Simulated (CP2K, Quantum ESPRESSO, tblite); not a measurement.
**Random packing of 58BN-42Si3N4 (mol %) (107 atoms) in tblite**

Wanted: tblite inputs and outputs for random packing of 58BN-42Si3N4 (mol %) (107 atoms), checked against a plane-wave reference.

Method: the method is named at each step, in tblite 0.8.0.

## 1. Set-up

The cell holds 107 atoms: 15 B, 59 N and 33 Si. Its edges and angles: a = 10.916 Å, b = 10.916 Å, c = 10.916 Å, α = 90.0°, β = 90.0°, γ = 90.0°. 107 atoms (15 B, 59 N, 33 Si) packed at random in a cube at 2.44 g/cm³ and pushed apart as soft spheres, cations and anions kept from their own kind; a start for melting by ab initio MD, not an equilibrated structure. Then every atom was moved at random, 0.02 Å r.m.s. a Cartesian component.

The yardstick, on the same geometry:

* method: Kohn-Sham DFT, PBE, SSSP efficiency 1.3.0 pseudopotentials, plane waves (Quantum ESPRESSO 7.5); sssp-pbe-1.3.0-efficiency, cutoffs 60/480 Ry, Γ point
* r.m.s. force component: 1.738 eV/Å
* longest force: 6.087 eV/Å
* pressure: -21.29 GPa
* time: 11 min on 4 MPI ranks of Arm Neoverse V1, shared host
* CPU time: 43 min

## 2. GFN1-xTB

Method: GFN1-xTB tight binding, diagonalisation.

The input, run.py:

```python
import numpy as np
from ase.io import read
from tblite.ase import TBLite

atoms = read("structure.xyz")
atoms.calc = TBLite(method="GFN1-xTB", electronic_temperature=580, accuracy=1.0, max_iterations=250, mixer_damping=0.4, verbosity=1)
energy = atoms.get_potential_energy()
forces = atoms.get_forces()
print(f"energy {energy:.6f} eV")
print("forces (eV/A)")
for i, (a, f) in enumerate(zip(atoms, forces)):
    print(f"{i:4d} {a.symbol:2s} {f[0]:10.5f} {f[1]:10.5f} {f[2]:10.5f}")
stress = -atoms.get_stress(voigt=False) * 160.21766
print("stress (GPa, compression positive)")
for row in stress:
    print(" ".join(f"{x:10.4f}" for x in row))
print("charges (e)")
print(np.array2string(atoms.get_charges(), precision=4, suppress_small=True, max_line_width=110, threshold=100000))
```

The input, structure.xyz:

```xyz
107
Lattice="10.91630 0.00000 0.00000 0.00000 10.91630 0.00000 0.00000 0.00000 10.91630" Properties=species:S:1:pos:R:3 pbc="T T T"
B 9.71944 6.96940 4.54577
B 2.69513 0.87789 8.44474
B 1.93972 8.17980 5.98606
B 0.34921 10.19037 4.08805
B 8.38208 1.98535 7.85657
B 7.69272 7.45420 8.51231
B 7.89718 1.77270 0.33491
B 5.47267 6.17098 10.83967
B 6.16935 10.65442 2.71074
B 5.90736 2.16667 4.32864
B 5.06920 6.30067 2.45868
B 1.32437 9.70175 8.02283
B 8.96599 9.06118 1.62522
B 3.80804 0.39975 5.61807
B 1.82793 5.95037 0.88007
N 3.64386 1.93710 9.42273
N 8.39136 8.08581 4.46706
N 0.95867 4.84716 1.53330
N 6.17393 1.60622 1.64945
N 8.37247 0.54330 7.47657
N 5.21439 7.68049 9.68898
N 8.79996 1.52981 9.80262
N 0.39539 6.53810 8.57126
N 1.74759 9.63091 4.53212
N 8.33492 9.61933 9.82423
N 8.65259 7.89576 6.89561
N 5.94174 0.24169 9.20932
N 4.07320 9.71878 9.17602
N 1.77848 8.79155 0.81665
N 10.46709 10.39788 5.40990
N 0.88193 0.96304 3.99286
N 4.99836 10.34309 5.96183
N 9.25779 7.44142 9.47950
N 0.59374 10.60628 1.85686
N 6.63984 5.06778 0.69504
N 3.00711 7.69545 8.40337
N 9.61235 0.55062 3.14313
N 2.39318 3.27598 7.48782
N 10.30160 8.59844 0.83739
N 5.93792 10.36983 0.67201
N 8.31647 3.47117 8.41177
N 1.23693 3.70390 3.60413
N 0.10087 4.45975 9.86681
N 3.41811 6.62860 0.68882
N 5.47169 3.03484 10.78225
N 0.37148 2.16623 9.11315
N 1.83045 10.77788 6.69737
N 1.32633 1.95052 1.72095
N 4.45964 5.85845 3.72453
N 7.18085 1.77575 5.62168
N 2.66456 7.62907 3.68720
N 6.86788 3.76110 3.95356
N 3.98107 4.58517 5.78051
N 0.02107 6.42653 6.19806
N 6.23910 4.41684 7.89128
N 6.99091 9.53495 7.02879
[... 47 atom lines left out ...]
Si 9.81856 6.71287 1.33223
Si 1.94234 5.00305 7.62864
Si 6.42763 6.81592 4.79968
Si 5.84677 8.33951 1.05801
```

Launch:

```sh
$ OMP_NUM_THREADS=1 python run.py > output.txt
```

Output:

```text
------------------------------------------------------------
  cycle        total energy    energy error   density error
------------------------------------------------------------
      1     -228.4620382426  -2.2845786E+02   1.0652760E+00
      2     -58.34750369991   1.7011453E+02   1.6923208E+00
      3      36.79947969336   9.5146983E+01   1.3292600E+00
      4     -226.7659353468  -2.6356542E+02   6.9323171E-01
      5     -177.2160300952   4.9549905E+01   8.4034359E-01
      6     -213.1441932379  -3.5928163E+01   6.9250466E-01
      7     -240.9714769869  -2.7827284E+01   5.0292953E-01
      8     -239.0263750191   1.9451020E+00   5.1125954E-01
      9     -258.3391531059  -1.9312778E+01   3.0293873E-01
     10     -259.0874200465  -7.4826694E-01   2.8154606E-01
     11     -262.5253342742  -3.4379142E+00   2.1281470E-01
     12     -259.9139133833   2.6114209E+00   2.5405606E-01
     13     -263.5940135869  -3.6801002E+00   1.5986423E-01
     14     -264.7918452296  -1.1978316E+00   1.2356707E-01
     15     -265.1729729493  -3.8112772E-01   8.5507531E-02
     16     -265.3339857050  -1.6101276E-01   7.5705949E-02
     17     -265.6584532863  -3.2446758E-01   6.0737084E-02
     18     -265.7657154318  -1.0726215E-01   4.8911875E-02
     19     -265.8251300983  -5.9414666E-02   2.9356468E-02
     20     -265.8000434621   2.5086636E-02   3.2119407E-02
     21     -265.8308407363  -3.0797274E-02   2.6736056E-02
     22     -265.8635594713  -3.2718735E-02   1.6895459E-02
     23     -265.8806706015  -1.7111130E-02   9.2448280E-03
     24     -265.8808439969  -1.7339539E-04   8.1692263E-03
[...]
33     -265.8859279554  -2.6548339E-06   2.0831953E-04
     34     -265.8859290177  -1.0623579E-06   1.3571435E-04
     35     -265.8859302466  -1.2288416E-06   7.3663354E-05
     36     -265.8859304050  -1.5838873E-07   6.0076756E-05
     37     -265.8859304610  -5.6049089E-08   4.7698988E-05
     38     -265.8859305236  -6.2550214E-08   3.5708321E-05
     39     -265.8859305566  -3.3036088E-08   2.7632761E-05
     40     -265.8859306025  -4.5905495E-08   1.4886362E-05
------------------------------------------------------------
 total:                                   6.992 sec
energy -7235.124696 eV
forces (eV/A)
   0 B     0.59632    1.44671   -0.88454
   1 B     1.39243    0.65694    3.16852
   2 B    -0.38832    1.67508   -1.59922
   3 B     2.07409    2.97395    3.67283
   4 B     0.17002    0.37133    4.49138
   5 B     2.79831   -1.36920    2.04121
   6 B     1.29280    0.44973   -2.98981
   7 B     2.54691    0.28397    0.82052
   8 B     0.49911    0.27701   -1.77203
   9 B     1.43918    0.47447    0.36731
  10 B     0.12684    0.43602   -0.27057
  11 B    -2.26240   -1.08717    1.08642
  12 B     1.94743   -3.59082   -1.21677
  13 B     2.19043   -0.46207    1.67637
  14 B     0.72785   -1.09731    0.74025
  15 N    -0.79119   -2.06320   -0.73890
  16 N     2.06216   -4.34069    1.06432
  17 N     4.19534    3.81178   -2.07028
  18 N     1.25990   -1.17900    0.30098
  19 N    -0.19679    3.30998   -0.54387
  20 N    -0.17074    0.00031    1.58114
  21 N    -2.27496    0.05024    5.16188
  22 N     0.67858   -1.79901    1.05370
  23 N    -2.24799   -1.28941   -1.51876
[...]
99 Si    0.05091    1.14733   -0.17069
 100 Si    1.23429    1.76016   -0.89008
 101 Si    0.19681   -0.31427    0.34190
 102 Si    1.02412    0.62047   -0.14392
 103 Si   -0.23768   -0.05098    0.17585
 104 Si   -0.19765   -1.89881    0.80184
 105 Si    3.02433    1.55104   -0.33112
 106 Si   -0.57941    1.84433    2.24107
stress (GPa, compression positive)
  -22.7215     1.9738    -1.3778
    1.9738   -23.8414     1.0789
   -1.3778     1.0789   -24.8540
charges (e)
[ 0.3702  0.3874  0.2622  0.4312  0.4787  0.3777  0.3361  0.3524  0.3478  0.2317  0.291   0.3534  0.3462
  0.3467  0.388  -0.1922 -0.1994 -0.2137 -0.2805 -0.2284 -0.1831 -0.3075 -0.1532 -0.2892 -0.2339 -0.2048
 -0.1958 -0.1596 -0.1484 -0.2467 -0.165  -0.3062 -0.1505 -0.1424 -0.2699 -0.2979 -0.2731 -0.2075 -0.211
 -0.2293 -0.2489 -0.1761 -0.1852 -0.329  -0.2655 -0.1904 -0.2883 -0.0751 -0.1919 -0.2605 -0.2146 -0.2184
 -0.2667 -0.2525 -0.1829 -0.1503 -0.2288 -0.2008 -0.274  -0.2927 -0.2905 -0.2216 -0.2569 -0.1451 -0.2447
 -0.214  -0.2666 -0.3049 -0.2257 -0.2127 -0.1918 -0.1679 -0.2177 -0.2725  0.1624  0.184   0.3658  0.2814
  0.2033  0.2878  0.1375  0.3152  0.2222  0.2563  0.2739  0.2998  0.3161  0.2408  0.091   0.2613  0.3068
  0.2285  0.3084  0.2399  0.301   0.1298  0.2007  0.3192  0.2444  0.3038  0.2509  0.1785  0.2064  0.2542
  0.2296  0.1502  0.1634]
```

Wall time 7.7 s (1 thread of Arm Neoverse V1, shared host); peak memory 0.14 GiB.

Banners, paths, timers and routine set-up lines are dropped from the logs unmarked, and long logs keep their key lines alone; longer cuts are marked.

Against the reference:

```
r.m.s. force component                  : 1.702 eV/Å
r.m.s. difference of force components   : 578.4 meV/Å
longest difference of force vectors     : 2094 meV/Å
force difference over r.m.s. force      : 33.28 %
slope of forces against the reference's : 0.9239
correlation of force components         : 0.9437
pressure                                : -23.81 GPa
pressure difference                     : -2.518 GPa
```

Length of the force difference by element (eV/Å):

| element | atoms | mean | most |
| --- | --- | --- | --- |
| B | 15 | 0.80 | 1.8 |
| N | 59 | 0.87 | 2.1 |
| Si | 33 | 1.0 | 1.9 |

The surroundings of B4, picked at random, nearest first, numbered as they follow in the input and with coordinates relative to it.

| atom | x | y | z | distance (Å) | bonds | Mulliken charge (e) | Fx | Fy | Fz (eV/Å) |
| --- | --- | --- | --- | --- | --- | --- | --- | --- | --- |
| B4 | 0.00 | 0.00 | 0.00 | 0.00 | 3 | 0.43 | 2.07 | 2.97 | 3.67 |
| N30 | -0.80 | 0.21 | 1.32 | 1.56 | 2 | -0.25 | -1.32 | -2.87 | -0.11 |
| N24 | 1.40 | -0.56 | 0.44 | 1.57 | 1 | -0.29 | -2.25 | -1.29 | -1.52 |
| N31 | 0.53 | 1.69 | -0.10 | 1.77 | 3 | -0.17 | 0.42 | 0.14 | 2.30 |
| Si94 | 1.37 | -0.83 | -1.58 | 2.25 | 3 | 0.24 | 3.43 | 0.76 | 1.36 |
| N34 | 0.24 | 0.42 | -2.23 | 2.28 | 2 | -0.14 | -0.55 | 0.60 | -1.29 |
| N37 | -1.65 | 1.28 | -0.94 | 2.29 | 0 | -0.27 | -1.65 | 2.96 | -0.30 |
| Si76 | -0.64 | -1.64 | 2.27 | 2.87 | 0 | 0.18 | -0.93 | -1.74 | -0.15 |
| N47 | 1.48 | 0.59 | 2.61 | 3.06 | 1 | -0.29 | -0.23 | 0.90 | 4.31 |
| Si91 | -1.94 | 1.51 | 1.87 | 3.09 | 2 | 0.31 | 0.99 | -0.70 | 0.26 |
| Si77 | -0.64 | 3.07 | 0.06 | 3.14 | 2 | 0.37 | 1.20 | -0.20 | -3.77 |
| B3 | 1.59 | -2.01 | 1.90 | 3.19 | 0 | 0.26 | -0.39 | 1.68 | -1.60 |
| Si97 | 1.62 | 2.48 | 1.20 | 3.20 | 1 | 0.20 | 2.19 | -2.09 | -2.18 |

Atoms are counted from 1 here, from 0 in the log.

Forces lie 33 % from the reference's, at 0.0030 times its CPU time (on 1 against 4 cores).

## 3. Results

```
force difference from the reference : tblite GFN1-xTB, 33 %
its CPU time                        : 7.7 s
```

**Reading.** Tight binding differs by 33 % (tblite GFN1-xTB); it is another model, with fitted parameters of its own, and the xTB methods hold dispersion. One electronic-structure run takes under half the reference's CPU time: tblite GFN1-xTB, at 33 % in 7.7 s against 43 min; its pressure misses by -2.5 GPa. Periodic xTB results under one method name differ between programs and library versions. The reference's pressure holds the uncorrected Pulay stress of its 60 Ry basis, so small pressure differences, and their order, may be the reference's own error. The reference's stress is far from hydrostatic: its diagonal is -18.3, -22.6, -23.0 GPa, compression counted positive. The reference's pressure of -21 GPa says that the cell would shrink at this level of theory. The electronic-structure runs sample only Γ, in a cell whose shortest periodic width is 11 Å, which is coarse for a cell with partly filled levels.

[Also dropped from logs without a mark: logging warnings of Python, and SIESTA's first energy breakdown and zero terms.]

[Logs are printed without paths, hosts, clocks, repeated set-up lines and the standing remarks that a program may print on its own settings, such as how far it seeks lower states.]

[Hosts, paths, dates, database ids (printed as entryN), source tags and the programs' standing remarks are cut or masked in the printed files.]
